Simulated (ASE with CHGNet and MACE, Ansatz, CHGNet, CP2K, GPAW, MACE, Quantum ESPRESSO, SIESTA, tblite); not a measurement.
**Running random packing of C68N32 (at. %) (79 atoms) with machine-learned potentials**

Wanted: machine-learned potentials inputs and outputs for random packing of C68N32 (at. %) (79 atoms), checked against a plane-wave reference.

Method: the method is named at each step, in ASE with CHGNet and MACE.

### Step 1. The starting structure

The cell holds 79 atoms: 54 C and 25 N. Cell: a = 8.889 Å, b = 8.889 Å, c = 8.889 Å, α = 90.0°, β = 90.0°, γ = 90.0°. 79 atoms (54 C, 25 N) packed at random in a cube at 2.36 g/cm³ and pushed apart as soft spheres; a start for melting by ab initio MD, not an equilibrated structure. Then every atom was moved at random, 0.02 Å r.m.s. a Cartesian component.

The yardstick, on the same geometry:

```
method                 : Kohn-Sham DFT, PBE, PAW, plane waves (Ansatz 0.2.0); cutoff 420 eV, Γ point, fermi-dirac smearing of 0.05 eV; PAW set soft_2
r.m.s. force component : 1.957 eV/Å
longest force          : 5.884 eV/Å
pressure               : -23.89 GPa
SCF cycles             : 9
time                   : 4.4 s on 8 threads of Arm Neoverse V2, shared host
CPU time               : 24 s
```

### Step 2. CHGNet r2SCAN potential

Method: machine-learned interatomic potential CHGNet r2SCAN, trained on r2SCAN plane-wave data.

The input, run.py:

```python
import numpy as np
from ase.io import read
import mlip  # loads the published weights by name

atoms = read("structure.xyz")
atoms.calc = mlip.calc("chgnet-r2scan")
energy = atoms.get_potential_energy()
forces = atoms.get_forces()
print(f"energy {energy:.6f} eV")
print("forces (eV/A)")
for i, (a, f) in enumerate(zip(atoms, forces)):
    print(f"{i:4d} {a.symbol:2s} {f[0]:10.5f} {f[1]:10.5f} {f[2]:10.5f}")
stress = -atoms.get_stress(voigt=False) * 160.21766
print("stress (GPa, compression positive)")
for row in stress:
    print(" ".join(f"{x:10.4f}" for x in row))
```

The input, structure.xyz:

```xyz
79
Lattice="8.88940 0.00000 0.00000 0.00000 8.88940 0.00000 0.00000 0.00000 8.88940" Properties=species:S:1:pos:R:3 pbc="T T T"
C 6.41130 3.03377 0.78040
C 3.94609 6.73754 4.55440
C 4.69014 2.06003 4.14513
C 4.95148 4.55920 0.74422
C 2.93697 0.59675 2.55464
C 7.22477 0.97641 8.68299
C 6.07475 8.27541 6.19636
C 0.79951 6.87462 5.90025
C 1.21323 1.92055 8.25016
C 0.97659 2.64904 1.10904
C 5.06687 6.28232 5.74113
C 1.08815 5.23532 5.90007
C 0.70706 7.15472 1.91735
C 3.41477 0.24366 4.35758
C 7.44718 1.94509 5.84016
C 1.40719 8.59045 8.82877
C 4.57057 0.35389 1.14104
C 0.60395 2.01860 2.70149
C 2.20742 4.24540 3.53140
C 1.10282 3.73577 4.85601
C 1.57618 5.64832 1.23429
C 7.46336 2.79003 2.32084
C 7.21864 0.22081 4.97406
C 5.85998 2.49428 5.65668
C 7.44852 5.24252 4.92739
C 5.06020 2.34342 7.47545
C 7.29411 7.77485 1.62907
C 6.46686 1.01721 1.30541
C 3.44322 2.01345 1.37403
C 2.78043 5.85598 5.95270
C 8.73552 5.90318 8.85651
C 4.78356 7.63635 0.38776
C 7.14005 6.93267 6.17662
C 7.26993 4.08326 7.01729
C 1.77352 6.68518 8.65525
C 0.62341 3.57976 6.77452
C 1.62738 7.27002 3.46820
C 6.96084 5.76069 8.73277
C 6.12142 0.62306 3.79364
C 4.43083 3.99481 2.57464
C 6.37717 7.87432 3.28472
C 8.33852 4.01490 5.57054
C 3.65185 7.28700 1.72214
C 8.88593 4.95051 4.04272
C 3.83853 4.59689 5.00811
C 7.29953 1.88162 3.78004
C 7.36913 2.39925 7.70729
C 5.06651 4.76276 7.68089
C 2.79305 2.54877 7.31927
C 2.88861 8.36804 6.86119
C 6.38099 4.60800 2.30004
C 2.87661 1.05144 8.17949
C 3.27894 5.43009 1.21607
C 5.77820 0.95792 6.70110
N 2.25044 7.68284 5.14163
N 2.46139 2.89430 5.70193
[... 19 atom lines left out ...]
N 1.88731 4.16362 1.85895
N 6.41477 6.17324 3.62901
N 5.93919 3.28019 3.77017
N 0.45460 2.31587 5.60521
```

Run with:

```console
OMP_NUM_THREADS=1 python run.py > output.txt
```

Log:

```text
CHGNet vr2scan initialized with 412,525 parameters
CHGNet will run on cpu
energy -486.799561 eV
forces (eV/A)
   0 C     0.11214   -1.18202    2.83740
   1 C     1.32217   -1.59803    2.78290
   2 C     5.27827   -0.75441    0.96425
   3 C     0.89013   -1.68001   -0.39643
   4 C    -2.91688    0.98332   -2.76319
   5 C    -1.21759   -0.40681    1.73327
   6 C    -0.21216    1.84363   -2.82283
   7 C    -2.03427    1.88112   -3.28496
   8 C     0.56354   -1.66410    0.72318
   9 C     0.59709   -0.42162    2.54513
  10 C    -1.39054    0.00190   -2.55407
  11 C     5.34474    2.38113    1.03931
  12 C     1.34940   -3.12473    3.55398
  13 C    -3.78492    2.50977   -1.90528
  14 C    -2.65740   -0.19485   -0.85570
  15 C     1.21696   -0.94015    1.87521
  16 C     3.31436    2.40180   -0.35027
  17 C    -0.11695   -1.33967   -3.05545
  18 C    -0.81804   -0.67326    0.17872
  19 C     1.67765    0.65158   -2.66665
  20 C     1.84126    0.86826    0.11075
  21 C    -1.51671   -0.62227   -0.12125
  22 C    -3.66466   -0.49988    2.96866
  23 C     0.35017   -2.42973    2.87147
[...]
71 N     2.77426    0.66365   -0.21693
  72 N    -0.75025    3.53164   -1.13240
  73 N    -3.88641    0.59923    4.40095
  74 N     0.24431    0.91182   -0.10070
  75 N    -1.86511    0.05313    2.42113
  76 N    -1.49344    0.07309   -0.39847
  77 N    -2.79473   -0.65804   -1.30096
  78 N     0.39091    2.14457    0.52965
stress (GPa, compression positive)
  -22.0717     2.0064     0.7358
    2.0064   -27.7369     1.7703
    0.7358     1.7703   -22.9515
```

Wall time 4.7 s (1 thread of Arm Neoverse V2, shared host); peak memory 1.8 GiB.

Banners, paths, timers and routine set-up lines are dropped from the logs unmarked, and long logs keep their key lines alone; longer cuts are marked.

Numbers from this run, and their distance from the reference:

* r.m.s. force component: 1.97 eV/Å
* r.m.s. difference of force components: 965.2 meV/Å
* longest difference of force vectors: 3767 meV/Å
* force difference over r.m.s. force: 49.32 %
* slope of forces against the reference's: 0.8852
* correlation of force components: 0.8792
* pressure: -24.25 GPa
* pressure difference: -0.3626 GPa

Length of the force difference by element (eV/Å):

```csv
element,atoms,mean,most
C,54,1.5,3.8
N,25,1.5,3.3
```

A closer look about C31, picked at random: 12 atoms, nearest first, numbered in the order of the input, with positions taken from that point.

```
atom      x      y      z  distance (Å)     Fx     Fy  Fz (eV/Å)
 C31   0.00   0.00   0.00          0.00  -3.72  -0.04      -1.44
 C38  -1.77  -0.14  -0.12          1.78   2.30   3.07      -1.37
 N58  -0.51  -0.31  -1.76          1.86  -2.71  -1.07       1.51
 N74  -0.04   1.62  -1.00          1.91  -3.89   0.60       4.40
 N65  -0.64   0.36   1.81          1.95   0.48   2.14      -1.47
 C35   1.93   0.78  -0.20          2.09  -0.57  -0.04       0.91
 C21   1.73  -0.25   1.27          2.16   1.84   0.87       0.11
 N70  -0.42   2.33   0.45          2.41  -2.45   1.28      -1.11
 C13   0.86   1.25   1.95          2.47   1.35  -3.12       3.55
 N57  -1.69   1.68  -0.71          2.49   2.97  -2.96      -0.59
 N68  -0.16  -2.52  -0.50          2.57  -1.53  -0.24      -3.23
 N75   2.25  -1.27  -0.26          2.59   0.24   0.91      -0.10
```

Atoms are counted from 1 here, from 0 in the log.

Forces lie 49 % from the reference's, at 0.19 times its CPU time (on 1 against 8 cores).

### Step 3. CHGNet 0.3.0 potential

Method: machine-learned interatomic potential CHGNet 0.3.0, trained on PBE(+U) plane-wave data.

run.py: that of step 2 with these lines changed.

```diff
@@ -5,3 +5,3 @@
 atoms = read("structure.xyz")
-atoms.calc = mlip.calc("chgnet-r2scan")
+atoms.calc = mlip.calc("chgnet-0.3.0")
 energy = atoms.get_potential_energy()
```

structure.xyz is that of step 2.

Log:

```text
CHGNet v0.3.0 initialized with 412,525 parameters
CHGNet will run on cpu
energy -443.025543 eV
forces (eV/A)
   0 C     0.18815   -1.13531    3.09216
   1 C     1.36002   -2.23448    4.09751
   2 C     6.20497   -0.51247    1.19435
   3 C     0.93886   -2.04186    0.01951
   4 C    -2.70525    0.60533   -2.83921
   5 C    -1.01083    0.27201    1.92488
   6 C    -0.10433    1.77357   -1.75235
   7 C    -1.56699    2.51669   -3.45582
   8 C     0.68667   -1.17621    1.08681
   9 C     0.78301   -0.74768    2.53808
  10 C    -1.84755    0.49702   -2.79545
  11 C     4.59638    1.99833    1.05588
  12 C     1.35814   -2.85608    4.15201
  13 C    -3.02296    2.39478   -2.29224
  14 C    -2.50514   -0.52745   -0.91803
  15 C     1.41170   -0.93598    2.10149
  16 C     2.87939    1.44322   -0.39995
  17 C    -0.82107   -1.28360   -4.01428
  18 C    -0.88574   -1.03890    0.18971
  19 C     1.79330    0.92572   -2.54238
  20 C     2.59245    0.08903   -1.27992
  21 C    -1.51140   -1.19025    0.31122
  22 C    -2.85761    0.41246    1.02763
  23 C    -0.53528   -2.58786    2.89886
[...]
71 N     2.77868    0.61991    0.02895
  72 N    -1.30589    3.45666   -0.54236
  73 N    -3.97391    0.42806    4.60967
  74 N     0.17161    2.27496    0.84899
  75 N    -2.02141    0.69033    2.59368
  76 N    -1.80191    0.27324   -0.77639
  77 N    -2.98660   -1.19037   -0.95122
  78 N    -0.10669    2.45328    0.91325
stress (GPa, compression positive)
  -28.0655     2.0874     1.1340
    2.0874   -34.4559     1.9961
    1.1340     1.9961   -29.8860
```

Elapsed: 5.1 s, on 1 thread; peak memory 1.8 GiB.

Against the reference:

```
r.m.s. force component                  : 2.059 eV/Å
r.m.s. difference of force components   : 812.2 meV/Å
longest difference of force vectors     : 3053 meV/Å
force difference over r.m.s. force      : 41.5 %
slope of forces against the reference's : 0.9673
correlation of force components         : 0.9194
pressure                                : -30.8 GPa
pressure difference                     : -6.912 GPa
```

Against the first run (49 %), the force difference from the reference is 41 %, at 1.0 times the CPU time.

### Step 4. MACE MP-0b2 small potential

Method: machine-learned interatomic potential MACE MP-0b2 small, trained on PBE(+U) plane-wave data.

run.py: that of step 3 with these lines changed.

```diff
@@ -5,3 +5,3 @@
 atoms = read("structure.xyz")
-atoms.calc = mlip.calc("chgnet-0.3.0")
+atoms.calc = mlip.calc("mace-mp-0b2-small")
 energy = atoms.get_potential_energy()
```

structure.xyz is that of step 3.

Log:

```text
energy -428.365950 eV
forces (eV/A)
   0 C     0.45686   -1.07706    3.71187
   1 C     2.11423   -2.27294    3.70438
   2 C     4.73696   -0.44727    1.12711
   3 C     0.53937   -0.79333   -0.38309
   4 C    -3.06250    0.45019   -2.31255
   5 C    -1.11590    0.86830    2.59736
   6 C     0.05531    3.73486   -0.86196
   7 C    -1.07375    2.22142   -4.25522
   8 C     0.77409   -0.26370    0.32293
   9 C    -0.00450   -0.07098    1.82794
  10 C    -3.48527   -0.13242   -3.06461
  11 C     2.54958   -1.43229    0.51240
  12 C     1.61562   -2.57048    4.00043
  13 C    -3.99852    2.63686   -1.21672
  14 C    -1.73331   -1.86969   -2.09986
  15 C     0.98119   -0.42938    1.88946
  16 C     1.77534    1.50143    0.08621
  17 C    -0.55460   -0.69581   -3.15340
  18 C    -1.75917   -1.17845   -0.90471
  19 C     2.22392    2.31924   -2.83781
  20 C     1.58885   -0.26638   -0.55793
  21 C    -1.48202   -0.93267    0.04398
  22 C    -3.26091    2.51007    0.73740
  23 C    -0.99505   -2.73364    2.43321
[...]
71 N     3.66251   -0.74329   -0.01858
  72 N    -1.33825    3.61661    0.08982
  73 N    -3.66963    0.17948    4.30778
  74 N     0.72683    3.00090    0.71097
  75 N    -1.45174    0.78389    3.04927
  76 N    -1.16992    1.30317   -0.75578
  77 N    -2.48050   -0.80410   -0.56736
  78 N    -0.37643    3.73065    0.97515
stress (GPa, compression positive)
  -26.7242     1.1988     1.9786
    1.1988   -31.5265     0.9131
    1.9786     0.9131   -28.9332
```

Wall time 6.7 s (1 thread); peak memory 0.67 GiB.

Against the reference:

- r.m.s. force component: 2.24 eV/Å
- r.m.s. difference of force components: 972.4 meV/Å
- longest difference of force vectors: 3351 meV/Å
- force difference over r.m.s. force: 49.69 %
- slope of forces against the reference's: 1.032
- correlation of force components: 0.9013
- pressure: -29.06 GPa
- pressure difference: -5.17 GPa

Against the first run (49 %), the force difference from the reference is 50 %, at 1.4 times the CPU time.

### Step 5. All runs compared

Differences are against the plane-wave reference, forces as r.m.s. over components; share is that over the reference's r.m.s. force, slope the least-squares factor from reference forces to these. Total energies of different programs have different zeros and aren't compared.

```csv
run,"Δ force, r.m.s. (meV/Å)",share (%),slope,Δ pressure (GPa),cores,CPU time,memory (GiB)
reference,-,-,-,-,8,24 s,0.85
CHGNet r2SCAN potential,965,49.3,0.885,-0.363,1,4.7 s,1.8
CHGNet 0.3.0 potential,812,41.5,0.967,-6.91,1,4.9 s,1.8
MACE MP-0b2 small potential,972,49.7,1.032,-5.17,1,6.7 s,0.67
```

Times of the machine-learned potentials are mostly Python's start and the loading of weights.

CPU time is summed over cores on a shared host, where runs went side by side, so it is rough. Symmetry, cutoffs, thresholds, outputs and thread counts weren't matched or tuned between programs; memory under MPI is the largest rank's times the ranks.

### Step 6. Results

```json
{
  "nearest in forces": "CHGNet 0.3.0 potential, 41 %",
  "its CPU time": "4.9 s"
}
```

**Reading.** Machine-learned potentials differ by 41 % (CHGNet 0.3.0 potential) to 50 % (MACE MP-0b2 small potential); they were trained on other programs' data, some at another functional. The electron count is odd in Ansatz plane waves (reference), and they have no spin polarisation, so the unpaired electron is spread evenly over both spins. Machine-learned potentials mimic data converged in k, so the reference's own k-point error enters their differences. The reference's stress is far from hydrostatic: its diagonal is -20.3, -29.3, -22.1 GPa, compression counted positive. The reference's pressure of -24 GPa says that the cell would shrink at this level of theory. The electron count is odd and the run has no spin polarisation, so levels at the top are partly filled by construction. The electronic-structure runs sample only Γ, in a cell whose shortest periodic width is 9 Å, which is coarse for a cell with partly filled levels.

[Also dropped from logs without a mark: logging warnings of Python, and SIESTA's first energy breakdown and zero terms.]

[Logs are printed without paths, hosts, clocks, repeated set-up lines and the standing remarks that a program may print on its own settings, such as how far it seeks lower states.]

[Hosts, paths, dates, database ids (printed as entryN), source tags and the programs' standing remarks are cut or masked in the printed files.]
